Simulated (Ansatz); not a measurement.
The compound is ScF3 (Pm-3m).

```xyz
4
Lattice="-4.0125 0.0000 0.0000 0.0000 0.0000 -4.0125 0.0000 -4.0125 0.0000" Properties=species:S:1:pos:R:3 pbc="T T T"
Sc    0.0000    0.0000    0.0000
F    -2.0062    0.0000    0.0000
F     0.0000    0.0000   -2.0062
F     0.0000   -2.0062    0.0000
```

The cell and positions come from the Crystallography Open Database and are kept as given unless a step says otherwise. PAW set soft_2, made with PBE.

A constrained-RPA run (Ansatz 0.2.0; non-magnetic LDA; Sc t2g + anion p, bands v9 to c3, 4×4×4 mesh, medium accuracy) builds 12 functions on bands 11 eV wide, with 18.0 electrons in the window. The bare on-site interaction is 16.7 eV and the bare J 0.64 eV.

What U and J survive the screening?

On the Sc t2g shell, U = 9.06 eV (54 % of the bare value), U′ = 8.04 eV, J = 0.52 eV.

The parent state is non-magnetic and the interaction static (zero frequency); U depends on the window and the orbitals, so it belongs to this model alone. A window that holds the anion p bands defines a model with explicit ligands; its U belongs to that model and is not the U of DFT+U.

[Paths, hosts, dates, memory and timing lines, banners, echoed tables and standing remarks are left out of the program output.]

[Logs are printed without paths, hosts, clocks, repeated set-up lines and the standing remarks that a program may print on its own settings, such as how far it seeks lower states.]

[Runs of the session that timed out or met a known fault of the program may be left out.]

[Hosts, paths, dates, database ids (printed as entryN), source tags and the programs' standing remarks are cut or masked in the printed files.]
